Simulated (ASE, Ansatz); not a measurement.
# Localised basis functions on graphene/1T-TiSe2 heterobilayer (65 atoms), part 2 of 2

Aim: test how closely localised support functions follow the reference on graphene/1T-TiSe2 heterobilayer (65 atoms), and at what cost. A setting counts as converged where the r.m.s. difference of forces stays under 1 % of the r.m.s. force.

Ansatz 0.2.0; Kohn-Sham DFT, PBE+D4, PAW (set soft_2, large core), plane waves.

The cell: 38 C, 9 Ti and 18 Se. Beside vacuum, support functions can miss their usual error bounds without a warning. The main run has no spin polarisation.

So far. Step 3 (Support functions medium): Forces differ from the reference by 0.46 meV/Å r.m.s., 0.10 % of their size, well within a tolerance of 1 %; the energy by -2.6 meV/atom. It took 49 s and 13 cycles; the reference's time can't be set against it, since the two runs asked for unlike analyses. Step 4 (Support functions low): Forces differ from the reference by 0.45 meV/Å r.m.s., 0.10 % of their size, well within a tolerance of 1 %; the energy by -2.6 meV/atom.

### Step 5. Support functions medium, radius 3.51 Å

The radius confines each support function; a larger one gives more freedom and more work per atom.

This step: Kohn-Sham DFT, PBE+D4, PAW (set soft_2, large core), localised support functions (medium) (Ansatz 0.2.0).

Contents of input.yaml:

```yaml
crystal:
  lattice:
    - [10.6714, 0.0, 0.0]
    - [-5.3357, 9.2417, 0.0]
    - [0.0, 0.0, 18.46]
  atoms:
    [... the 65 atom lines of step 2 ...]
kpoints:
  mp_grid: { grid: [2, 2, 1] }
hamiltonian:
  xc: pbe
  dispersion: d4
  pseudopotentials: { kind: paw, core: large }
scf:
  occupations: { method: fermi_dirac, width: 0.025 }
  eigensolver: { kind: { support_functions: { accuracy: medium, radius: 3.51 } } }
  mixing: { beta: 0.4 }
  max_iter: 150
output:
  forces: true
```

Launch:

```bash
$ ansatz run input.yaml --threads 4 --pin off --max-ram 8192MiB --backend cpu --events-out ev --progress --plain --runs-dir out
```

Numbers of over 12 decimals in the logs are rounded to 6 here.

The log of the run:

```text
[...]
Crystal: 65 atoms, lattice volume = 1820.560 Å³
Basis set: ecut = 420 eV, 35647 PW (Γ), exchange–correlation on 144×144×250 points (8 copies of the dense FFT grid, shifted against one another)
Bands: 221, of which v1, the nominal top of the filled ones, is band 184 counted from 1 (183 counted from 0)
Symmetry: 1 space group operations
k-points: 4
[...]
Eigensolver: Support functions (medium, 48×48×90 points, laid for a spacing of at most 0.228497 Å, radius 3.510000 Å, 45 sites without an atom, 2 species' potentials softened for the grid, 3 wholly corrected for its errors in the mean over positions, 3 with the egg-box correction, energy correction by stochastic trace)
[...]
SCF iter   1: F=—  HF=-78479.283258 eV  |F-HF|=—  |Δ(HF+E_count)|=         —  Δρ=5.57e-2  dr2=8.76e1  ethr=1.00e-1
[...]
SCF iter  12: F=—  HF=-78482.952270 eV  |F-HF|=—  |Δ(HF+E_count)|=   3.37e-3  Δρ=1.29e-5  dr2=5.08e-6  ethr=4.41e-9  κ⁻¹=1.5e-6(r=7)
SCF iter  13: F=-78482.955049 eV  HF=-78482.955049 eV  |F-HF|=1.17e-7  |Δ(HF+E_count)|=   2.78e-3  Δρ=5.34e-6  dr2=6.41e-7  ethr=1.38e-9
SCF 1 converged in 13 iterations: F = -78482.997261 eV  dr2 = 6.41e-7
[...]
SCF converged after 13 iterations
[...]
Free energy (F): -78482.997261 eV
[...]
Internal energy: -78482.969762 eV  (E = F + TS)
E sigma→0 (E₀):  -78482.983512 eV
Entropy (-TS):   -0.027499 eV (-0.423 meV/atom)
Fermi energy:    1.107699 eV
[...]
Σ components = -78482.997261   (vs F -78482.997261, Δ=0.00e0)
--- Forces (eV/Å), atoms counted from 1 ---
  atom   1  C      1.14095408    -0.32471922    -0.06131582
  atom   2  C     -0.52755796     1.22070502     0.26575392
  atom   3  C     -1.49286122    -0.12917157     0.24505220
  atom   4  C      1.16659801     0.97746783    -0.20006018
[...]
atom  65  Se     0.00863553     0.03084797     0.23615835
  max |Σ_I F_I| component: 2.19e-2 eV/Å
--- Band table (eV) ---
[...]
```

Run time: 42 s. Hardware: 4 threads of AMD EPYC 9R45, shared host; peak memory 2.9 GiB.

Keys that differ from the reference: support_functions.accuracy = "medium", support_functions.radius = 3.51, scf.max_iter = 150 and scf.mixing.beta = 0.4.

Forces differ from the reference by 0.74 meV/Å r.m.s., 0.17 % of their size, well within a tolerance of 1 %; the energy by -2.6 meV/atom.

### Step 6. Support functions medium, radius 3.8 Å

The radius confines each support function; a larger one gives more freedom and more work per atom.

input.yaml, the sections that differ from step 5:

```yaml
scf:
  occupations: { method: fermi_dirac, width: 0.025 }
  eigensolver: { kind: { support_functions: { accuracy: medium, radius: 3.8 } } }
  mixing: { beta: 0.4 }
  max_iter: 150
# crystal, kpoints, hamiltonian, output: as in step 5
```

The log of the run:

```text
[...]
Crystal: 65 atoms, lattice volume = 1820.560 Å³
Basis set: ecut = 420 eV, 35647 PW (Γ), exchange–correlation on 144×144×250 points (8 copies of the dense FFT grid, shifted against one another)
Bands: 221, of which v1, the nominal top of the filled ones, is band 184 counted from 1 (183 counted from 0)
Symmetry: 1 space group operations
k-points: 4
[...]
SCF iter   1: F=—  HF=-78483.365545 eV  |F-HF|=—  |Δ(HF+E_count)|=         —  Δρ=5.61e-2  dr2=8.48e1  ethr=1.00e-1
[...]
SCF iter  12: F=—  HF=-78482.977475 eV  |F-HF|=—  |Δ(HF+E_count)|=   1.54e-3  Δρ=1.90e-5  dr2=8.86e-6  ethr=1.14e-8  κ⁻¹=3.1e-6(r=7)
SCF iter  13: F=-78482.978737 eV  HF=-78482.978737 eV  |F-HF|=4.62e-7  |Δ(HF+E_count)|=   1.26e-3  Δρ=6.86e-6  dr2=1.21e-6  ethr=2.41e-9
SCF 1 converged in 13 iterations: F = -78482.997582 eV  dr2 = 1.21e-6
[...]
SCF converged after 13 iterations
[...]
Free energy (F): -78482.997582 eV
[...]
Internal energy: -78482.970040 eV  (E = F + TS)
E sigma→0 (E₀):  -78482.983811 eV
Entropy (-TS):   -0.027542 eV (-0.424 meV/atom)
Fermi energy:    1.107385 eV
[...]
Σ components = -78482.997582   (vs F -78482.997582, Δ=0.00e0)
--- Forces (eV/Å), atoms counted from 1 ---
  atom   1  C      1.14116332    -0.32489422    -0.06071794
  atom   2  C     -0.52714646     1.22019360     0.26643702
  atom   3  C     -1.49259319    -0.12938450     0.24534577
  atom   4  C      1.16682492     0.97750466    -0.20022127
[...]
atom  65  Se     0.00841462     0.03191356     0.23789101
  max |Σ_I F_I| component: 5.15e-3 eV/Å
--- Band table (eV) ---
[...]
```

Wall time 47 s (4 threads); peak memory 3.2 GiB; 2.9 min of CPU time.

Keys that differ from the reference: support_functions.accuracy = "medium", support_functions.radius = 3.8, scf.max_iter = 150 and scf.mixing.beta = 0.4.

Forces differ from the reference by 0.43 meV/Å r.m.s., 0.097 % of their size, well within a tolerance of 1 %; the energy by -2.6 meV/atom.

### Step 7. With kpoints.mp_grid.grid = [3, 3, 1]

Changed here: kpoints.mp_grid.grid = [3, 3, 1].

This step: Kohn-Sham DFT, PBE+D4, PAW (set soft_2, large core), plane waves (Ansatz 0.2.0).

input.yaml, the sections that differ from step 6:

```yaml
kpoints:
  mp_grid: { grid: [3, 3, 1] }
scf:
  occupations: { method: fermi_dirac, width: 0.025 }
output:
  forces: true
  populations: true
  dos:
    method: { smearing: { sigma: 0.15 } }
    de: 0.1
    projected:
      site_lists:
        C: [C]
        Se: [Se]
        Ti: [Ti]
        layer_1: [0, 1, 2, 3, 4, 5, 6, 7, 8, 9, 10, 11, 12, 13, 14, 15, 16, 17, 18, 19, 20, 21, 22, 23, 24, 25, 26, 27, 28, 29, 30, 31, 32, 33, 34, 35, 36, 37]
        layer_2: [38, 39, 40, 41, 42, 43, 44, 45, 46, 47, 48, 49, 50, 51, 52, 53, 54, 55, 56, 57, 58, 59, 60, 61, 62, 63, 64]
  eigenvalues: true
# crystal, hamiltonian: as in step 6
```

The log of the run:

```text
[...]
Crystal: 65 atoms, lattice volume = 1820.560 Å³
Basis set: ecut = 420 eV, 35647 PW (Γ), exchange–correlation on 144×144×250 points (8 copies of the dense FFT grid, shifted against one another)
Bands: 249, of which v1, the nominal top of the filled ones, is band 184 counted from 1 (183 counted from 0)
Symmetry: 1 space group operations
[...]
k-points: 5 of 9 (time reversal used)
[...]
SCF iter   1: F=—  HF=-78510.644305 eV  |F-HF|=—  |Δ(HF+E_count)|=         —  Δρ=6.54e-2  dr2=9.10e1  ethr=3.10e-3  ⟨swp⟩=7.0  Hψ=6157  notcnv=0  defer=72
[...]
SCF iter  12: F=—  HF=-78482.968633 eV  |F-HF|=—  |Δ(HF+E_count)|=   4.63e-7  Δρ=3.10e-6  dr2=3.63e-7  ethr=4.09e-10  ⟨swp⟩=2.4  Hψ=1413  notcnv=0  defer=259
SCF iter  13: F=-78482.968633 eV  HF=-78482.968633 eV  |F-HF|=2.21e-8  |Δ(HF+E_count)|=   1.91e-7  Δρ=1.01e-6  dr2=4.25e-8  ethr=2.72e-11  ⟨swp⟩=27.4  Hψ=10321  notcnv=0
SCF 1 converged in 13 iterations: F = -78482.968633 eV  dr2 = 4.25e-8
[...]
SCF converged after 13 iterations
Free energy (F): -78482.968633 eV
[...]
Internal energy: -78482.941575 eV  (E = F + TS)
E sigma→0 (E₀):  -78482.955104 eV
Entropy (-TS):   -0.027058 eV (-0.416 meV/atom)
Fermi energy:    1.441118 eV
[...]
Σ components = -78482.968633   (vs F -78482.968633, Δ=0.00e0)
--- Forces (eV/Å), atoms counted from 1 ---
  atom   1  C      1.13622138    -0.32556199    -0.06051320
  atom   2  C     -0.53306852     1.21248842     0.26617029
  atom   3  C     -1.49530741    -0.12992525     0.24382931
  atom   4  C      1.16379407     0.97313563    -0.21004233
[...]
atom  65  Se     0.01606275     0.03366194     0.23751410
  max |Σ_I F_I| component: 3.81e-4 eV/Å
--- Band table (eV; the first three rows and the last of 5) ---
[...]
--- Löwdin populations: 65 sites ---
  site symbol       q [e]
     0      C      3.9465
     1      C      3.9490
     2      C      3.9491
[...]
64     Se      6.3608
  spilling = 0.008082 (of n_electrons = 368.000000)
```

Elapsed: 57 s, on 4 threads; peak memory 6.3 GiB.

Forces differ from the reference by 18 meV/Å r.m.s., 4.0 % of their size, over a tolerance of 1 %; the energy by -2.2 meV/atom. It took 57 s and 13 cycles; the reference's time can't be set against it, since the two runs asked for unlike analyses. This is the tighter run, so the reference isn't converged in this setting (nor is this run shown to be).

### Step 8. All settings compared

Differences are against the plane-wave reference (Kohn-Sham DFT, PBE+D4, PAW (set soft_2, large core), plane waves), whose r.m.s. force component is 0.441 eV/Å. Energies are set beside the reference only for runs with its functional, potentials and electron count. Times are for 4 threads of AMD EPYC 9R45, shared host. The reference's time includes the DOS and grids, which some other runs skip.

| run | Δ force, r.m.s. (meV/Å) | share of r.m.s. force (%) | Δ energy (meV/atom) | cycles | time | host memory (GiB) |
| --- | --- | --- | --- | --- | --- | --- |
| reference | - | - | - | 12 | 35 s | 6.6 |
| support functions medium | 0.46 | 0.104 | -2.61 | 13 | 49 s | 3.2 |
| support functions low | 0.449 | 0.102 | -2.61 | 12 | 42 s | 3.1 |
| support functions medium, radius 3.51 Å | 0.738 | 0.167 | -2.60 | 13 | 42 s | 2.9 |
| support functions medium, radius 3.8 Å | 0.429 | 0.0973 | -2.61 | 13 | 47 s | 3.2 |
| kpoints.mp_grid.grid = [3, 3, 1] | 17.6 | 4.00 | -2.16 | 13 | 57 s | 6.3 |

### Step 9. What the reference run shows

The comparisons rest on this run, so its electronic structure is set out here.

Length of the force by element:

```csv
element,coordination,atoms,mean length of the force (eV/Å),spread,least,most
C,all,38,0.910,0.379,0.242,1.91
Se,all,18,0.186,0.0758,0.0423,0.339
Ti,all,9,0.160,0.0711,0.0439,0.280
```

Löwdin charges by element (they lack the spilled electrons, 0.046 e an atom on average):

```csv
element,coordination,atoms,mean charge (e),spread,least,most
C,all,38,0.0415,0.0013,0.0386,0.0443
Se,all,18,-0.323,0.0047,-0.330,-0.314
Ti,all,9,0.799,0.0022,0.796,0.804
```

By region:

```
 region  atoms  mean length of the force (eV/Å)
layer 1     38                             0.91
layer 2     27                            0.177
```

Density of states as counts of states in windows of 1 eV (from the Fermi level), total and the larger projections:

| from (eV) | to (eV) | total | layer 2 | layer 1 | C p | Se p | Ti d | C s |
| --- | --- | --- | --- | --- | --- | --- | --- | --- |
| -18 | -17 | 5.9 | 0.0 | 5.8 | 1.4 | 0.0 | 0.0 | 4.3 |
| -17 | -16 | 8.4 | 0.0 | 8.3 | 3.1 | 0.0 | 0.0 | 5.2 |
| -16 | -15 | 3.6 | 0.0 | 3.6 | 1.5 | 0.0 | 0.0 | 2.0 |
| -15 | -14 | 7.3 | 0.0 | 7.2 | 3.3 | 0.0 | 0.0 | 3.9 |
| -14 | -13 | 9.6 | 3.5 | 6.1 | 2.6 | 0.1 | 0.0 | 3.5 |
| -13 | -12 | 39.5 | 31.9 | 7.4 | 4.9 | 0.5 | 1.7 | 2.6 |
| -12 | -11 | 3.4 | 0.4 | 3.0 | 1.9 | 0.0 | 0.0 | 1.1 |
| -11 | -10 | 9.0 | 0.0 | 8.9 | 6.2 | 0.0 | 0.0 | 2.8 |
| -10 | -9 | 6.0 | 0.0 | 5.9 | 4.8 | 0.0 | 0.0 | 1.1 |
| -9 | -8 | 7.6 | 0.0 | 7.5 | 6.1 | 0.0 | 0.0 | 1.4 |
| -8 | -7 | 7.6 | 0.0 | 7.5 | 6.3 | 0.0 | 0.0 | 1.2 |
| -7 | -6 | 9.6 | 0.1 | 9.3 | 8.9 | 0.1 | 0.0 | 0.4 |
| -6 | -5 | 22.8 | 0.8 | 21.9 | 20.7 | 0.5 | 0.1 | 1.1 |
| -5 | -4 | 26.1 | 14.2 | 11.7 | 11.6 | 10.4 | 2.0 | 0.1 |
| -4 | -3 | 31.0 | 21.1 | 9.5 | 9.4 | 16.5 | 3.3 | 0.2 |
| -3 | -2 | 52.1 | 39.5 | 12.1 | 12.1 | 26.9 | 11.7 | 0.0 |
| -2 | -1 | 30.0 | 21.9 | 7.7 | 7.7 | 18.1 | 3.2 | 0.0 |
| -1 | 0 | 12.4 | 8.9 | 3.4 | 3.4 | 6.9 | 1.9 | 0.0 |
| 0 | 1 | 18.4 | 18.0 | 0.1 | 0.1 | 3.3 | 14.5 | 0.0 |
| 1 | 2 | 38.9 | 35.7 | 2.9 | 2.9 | 6.1 | 29.2 | 0.0 |
| 2 | 3 | 23.3 | 17.2 | 4.9 | 4.9 | 5.8 | 10.7 | 0.0 |
| 3 | 4 | 23.4 | 17.2 | 5.4 | 5.4 | 7.0 | 9.6 | 0.0 |
| 4 | 5 | 9.8 | 0.3 | 5.6 | 5.6 | 0.1 | 0.1 | 0.0 |

The curve was stored every 0.10 eV, coarse against its broadening of 0.08 eV, so these counts are rough.

Between -26 and -18 eV lie 4 more states.

The stored curve holds about 296 of the 368 electrons; the rest, give or take the few that broadening carries across the Fermi level, lie in deeper levels below its range.

The levels nearest the highest filled one (over half full), pooled over k-points and spins:

| level less the highest filled one (eV) | occupation |
| --- | --- |
| -0.188 | 2.00 |
| -0.163 | 2.00 |
| -0.155 | 2.00 |
| -0.0048 | 1.35 |
| -0.0027 | 1.31 |
| 0 | 1.26 |
| 0.123 | 0.025 |
| 0.131 | 0.018 |
| 0.139 | 0.013 |
| 0.142 | 0.011 |
| 0.148 | 0.009 |
| 0.152 | 0.008 |

Planar average of the electrostatic potential energy along the normal, with the Fermi level as zero, after a running mean with a triangular window 4 Å wide at its base:

| height (Å) | potential energy (eV) |
| --- | --- |
| 0.0 | 5.20 |
| 0.6 | 5.18 |
| 1.0 | 5.17 |
| 1.6 | 5.15 |
| 2.1 | 5.13 |
| 2.7 | 5.10 |
| 3.1 | 5.02 |
| 3.7 | 4.45 |
| 4.1 | 2.77 |
| 4.7 | -1.20 |
| 5.2 | -4.48 |
| 5.8 | -7.99 |
| 6.4 | -7.59 |
| 6.8 | -5.00 |
| 7.4 | -1.66 |
| 7.8 | -0.31 |
| 8.4 | -1.18 |
| 8.9 | -3.38 |
| 9.5 | -6.06 |
| 9.9 | -7.00 |
| 10.5 | -7.51 |
| 10.9 | -7.66 |
| 11.5 | -7.38 |
| 12.0 | -6.95 |
| 12.6 | -5.33 |
| 13.1 | -2.14 |
| 13.6 | 0.37 |
| 14.2 | 3.13 |
| 14.6 | 4.47 |
| 15.2 | 5.15 |
| 15.7 | 5.25 |
| 16.2 | 5.26 |
| 16.7 | 5.25 |
| 17.3 | 5.24 |
| 17.7 | 5.22 |
| 18.3 | 5.20 |

Electrostatic potential energy in the ca plane at fractional y = 0.016, with atoms of C and Se within 0.2 Å of it. With pseudopotentials it is smooth inside the atoms' cores, unlike the true potential.

Values in eV, 13 rows by 16 columns, each cell a mean:
```
  6   6   6   6   2  -6   5   3  -1   1  -4   1   6   6   6   6
  6   6   6   6  -6 -34   4   6   5   3 -33 -22   6   6   6   6
  6   6   6   6  -1 -22   5   5   3   2 -23 -14   6   6   6   6
  6   6   6   6  -4 -28   4   0  -6   0   2   4   6   6   6   6
  6   6   6   6   3  -1   5   1  -5   0   1   4   6   6   6   6
  6   6   6   6   3  -2   5   5   4   3 -26 -17   6   6   6   6
  6   6   6   6   0 -18   5   5   5   3 -31 -21   6   6   6   6
  6   6   6   6   3  -4   5   2  -2   1  -1   2   6   6   6   6
  6   6   6   6   1  -9   5   0  -8  -1   3   5   6   6   6   6
  6   6   6   6   0 -18   5   4   2   2 -15  -7   6   6   6   6
  6   6   6   6   0 -17   5   6   5   3 -35 -24   6   6   6   6
  6   6   6   6  -1 -21   5   4   1   2 -11  -5   6   6   6   6
  6   6   6   6   4   1   5  -1 -10  -1   3   5   6   6   6   6
```
Columns run along c (18.5 Å; values clipped at the 3rd and 97th percentile), rows up along a (10.7 Å). Atoms in or near the plane, at fractional coordinates: C at (0.33, 0.88), C at (0.33, 0.75), Se at (0.68, 0.53), Se at (0.67, 0.86), Se at (0.67, 0.20).

Valence density in the ca plane at fractional y = 0.016, with atoms of C and Se within 0.2 Å of it. It is the smooth field of the valence electrons, not physical close to the nuclei.

Ten even steps from '0' (0.0 e/Å³) to '9' (2.0 e/Å³), each cell a mean:
```
00000000000001210000012211001110000000000000
00000000000014641000001100012332000000000000
00000000000026962000000000023233100000000000
00000000000016972000000000123114200000000000
00000000000015962000000000023333100000000000
00000000000026962000011110012221000000000000
00000000000016962000123221000000000000000000
00000000000013531000123321000000000000000000
00000000000001110000012211001110000000000000
00000000000001110000001100012332000000000000
00000000000013431000000000023223100000000000
00000000000015962000000000023114200000000000
00000000000014751000000000013333100000000000
00000000000012431000011110011221000000000000
00000000000012321000123211000000000000000000
00000000000014641000123321000000000000000000
00000000000015961000012211001110000000000000
00000000000014751000001100012332000000000000
00000000000013541000000000123233100000000000
00000000000014741000000000123124100000000000
00000000000016962000000000023333100000000000
00000000000014751000011110012221000000000000
00000000000001210000123321000000000000000000
00000000000000000000123321000000000000000000
```
Columns run along c (18.5 Å), rows up along a (10.7 Å). Atoms in or near the plane, at fractional coordinates: C at (0.33, 0.88), C at (0.33, 0.75), Se at (0.68, 0.53), Se at (0.67, 0.86), Se at (0.67, 0.20).

Mean Löwdin charges: C +0.04, Se -0.32, Ti +0.80 e (they miss 0.80 % of the electrons, so they add up to more than the cell's charge). Just under the Fermi level the largest share is C p (78 % of the projected weight), just over it Ti d (80 % of the projected weight). The potential slopes across the vacuum by 0.032 eV/Å: the slab bears a dipole, and with periodic images along the normal there is no flat vacuum level to read.

### Step 10. Structure statistics

Bonds and neighbours are counted at the geometry of the runs.

Normalised to the volume that the atoms fill. g(r), total and by pair (bins of 0.2 Å):

| r (Å) | total | C-C | C-Se | C-Ti | Se-Se | Se-Ti | Ti-Ti |
| --- | --- | --- | --- | --- | --- | --- | --- |
| 1.30 | 0.58 | 1.71 | 0.00 | 0.00 | 0.00 | 0.00 | 0.00 |
| 1.50 | 3.88 | 11.35 | 0.00 | 0.00 | 0.00 | 0.00 | 0.00 |
| 1.70 | 0.00 | 0.00 | 0.00 | 0.00 | 0.00 | 0.00 | 0.00 |
| 1.90 | 0.00 | 0.00 | 0.00 | 0.00 | 0.00 | 0.00 | 0.00 |
| 2.10 | 0.00 | 0.00 | 0.00 | 0.00 | 0.00 | 0.00 | 0.00 |
| 2.30 | 0.00 | 0.00 | 0.00 | 0.00 | 0.00 | 0.00 | 0.00 |
| 2.50 | 4.26 | 8.75 | 0.00 | 0.00 | 0.00 | 16.50 | 0.00 |
| 2.70 | 0.04 | 0.06 | 0.00 | 0.00 | 0.00 | 0.30 | 0.00 |
| 2.90 | 1.10 | 3.23 | 0.00 | 0.00 | 0.00 | 0.00 | 0.00 |
| 3.10 | 0.00 | 0.00 | 0.00 | 0.00 | 0.00 | 0.00 | 0.00 |
| 3.30 | 0.01 | 0.00 | 0.04 | 0.00 | 0.00 | 0.00 | 0.00 |
| 3.50 | 1.23 | 0.00 | 0.68 | 0.00 | 8.75 | 0.00 | 17.55 |
| 3.70 | 1.78 | 3.77 | 0.57 | 0.00 | 4.02 | 0.00 | 0.00 |
| 3.90 | 0.19 | 0.00 | 0.58 | 0.00 | 0.00 | 0.00 | 0.00 |
| 4.10 | 0.15 | 0.00 | 0.47 | 0.00 | 0.00 | 0.00 | 0.00 |
| 4.30 | 1.55 | 2.92 | 0.53 | 0.00 | 0.00 | 4.95 | 0.00 |
| 4.50 | 0.22 | 0.00 | 0.48 | 0.00 | 0.00 | 0.84 | 0.00 |
| 4.70 | 0.14 | 0.00 | 0.42 | 0.00 | 0.00 | 0.00 | 0.00 |
| 4.90 | 0.97 | 2.20 | 0.47 | 0.40 | 0.00 | 0.00 | 0.00 |
| 5.10 | 1.11 | 2.02 | 0.39 | 0.79 | 2.10 | 0.00 | 0.00 |
| 5.30 | 0.25 | 0.00 | 0.38 | 0.77 | 0.00 | 0.00 | 0.00 |
| 5.50 | 0.29 | 0.00 | 0.48 | 0.84 | 0.00 | 0.00 | 0.00 |
| 5.70 | 1.03 | 0.82 | 0.30 | 0.72 | 0.00 | 6.95 | 0.00 |
| 5.90 | 0.24 | 0.00 | 0.36 | 0.73 | 0.00 | 0.00 | 0.00 |
| 6.10 | 1.04 | 1.38 | 0.40 | 0.66 | 2.92 | 0.00 | 5.85 |
| 6.30 | 0.43 | 0.01 | 0.25 | 0.81 | 2.84 | 0.00 | 0.00 |
| 6.50 | 1.15 | 2.51 | 0.62 | 0.57 | 0.00 | 0.00 | 0.00 |
| 6.70 | 0.30 | 0.00 | 0.64 | 0.54 | 0.00 | 0.00 | 0.00 |

Bonds by pair of elements; cutoffs follow the first minimum of g(r), held within bounds set by covalent radii, and pairs that aren't listed don't count as bonded:

```
pair A-B  cutoff (Å)  bonds  mean length (Å)  spread (Å)  shortest (Å)  B about A  A about B
     C-C        1.82     57             1.41       0.013          1.38          3          3
   Se-Ti        3.28     54             2.57       0.013          2.54          3          6
```

How many atoms have how many bonded neighbours:

```csv
element,mean,3,6
C,3,38,0
Se,3,18,0
Ti,6,0,9
```

First main peaks of g(r), for some of the pairs, lie near 1.42 Å (C-C), 3.61 Å (Se-Se), 2.57 Å (Se-Ti) and 3.56 Å (Ti-Ti). By these cutoffs all C atoms have 3, all Se atoms have 3 and all Ti atoms have 6 bonded neighbours.

Local excerpt of 13 atoms (numbers count through the whole input) about Ti63, one of the 9 Ti atoms; x, y, z are measured from there.

```csv
atom,x,y,z,distance (Å),bonds,Löwdin charge (e),Fx,Fy,Fz (eV/Å)
Ti63,0.00,0.00,0.00,0.00,6,0.80,0.10,-0.01,-0.21
Se52,-1.76,-1.02,1.53,2.54,3,-0.32,-0.02,-0.05,0.00
Se64,0.01,2.06,1.52,2.56,3,-0.31,-0.03,-0.01,0.03
Se56,-1.76,1.04,-1.56,2.57,3,-0.32,-0.06,-0.10,0.18
Se61,1.79,-1.04,1.53,2.57,3,-0.32,0.06,0.07,-0.10
Se53,0.02,-2.05,-1.57,2.58,3,-0.32,-0.05,0.01,0.22
Se65,1.79,1.01,-1.57,2.59,3,-0.33,0.01,0.03,0.24
Ti51,-1.75,-3.08,0.00,3.54,6,0.80,-0.07,-0.10,-0.16
Ti39,1.77,3.08,-0.02,3.55,6,0.80,0.28,0.00,-0.03
Ti57,-1.77,3.07,-0.03,3.55,6,0.80,-0.06,0.09,0.05
Ti54,-3.55,-0.01,-0.01,3.55,6,0.80,-0.02,0.05,-0.19
Ti60,1.80,-3.07,-0.03,3.56,6,0.80,0.04,-0.08,-0.01
Ti45,3.57,0.00,-0.01,3.57,6,0.80,-0.01,0.11,-0.05
```

The column of bonds counts only the pairs C-C within 1.82 Å, Se-Ti within 3.28 Å; other neighbours, such as metal atoms beside each other in a compound, aren't counted, and periodic images can show an atom twice.

### Step 11. Summary of results

* free energy per atom: -1207.4281 eV/atom
* r.m.s. force component: 0.441 eV/Å
* wall time of the 6 DFT runs: 4.5 min

In words: Against plane waves at 420 eV, the forces differ by 0.46 meV/Å (0.10 %) with support functions medium. At 65 atoms the fastest of the runs at a preset level, support functions low, takes roughly 1.2 times the time of plane waves (whose run also made extra analyses, so the like-for-like ratio is larger), in 12 SCF cycles against 12. Differences between support functions and plane waves include what basis error the plane-wave run still has.

No gap is quoted, since levels at the Fermi energy are partly filled. With the cutoffs above, all C atoms have 3, all Se atoms have 3 and all Ti atoms have 6 bonded neighbours.

**Limits.** The geometry was built by rule, was displaced at random and isn't relaxed at this level: its force components are 0.44 eV/Å r.m.s. The slab bears a dipole and has periodic images along its normal, so a spurious field crosses the vacuum.

[Logs are printed without paths, hosts, clocks, repeated set-up lines and the standing remarks that a program may print on its own settings, such as how far it seeks lower states.]

[Hosts, paths, dates, database ids (printed as entryN), source tags and the programs' standing remarks are cut or masked in the printed files.]
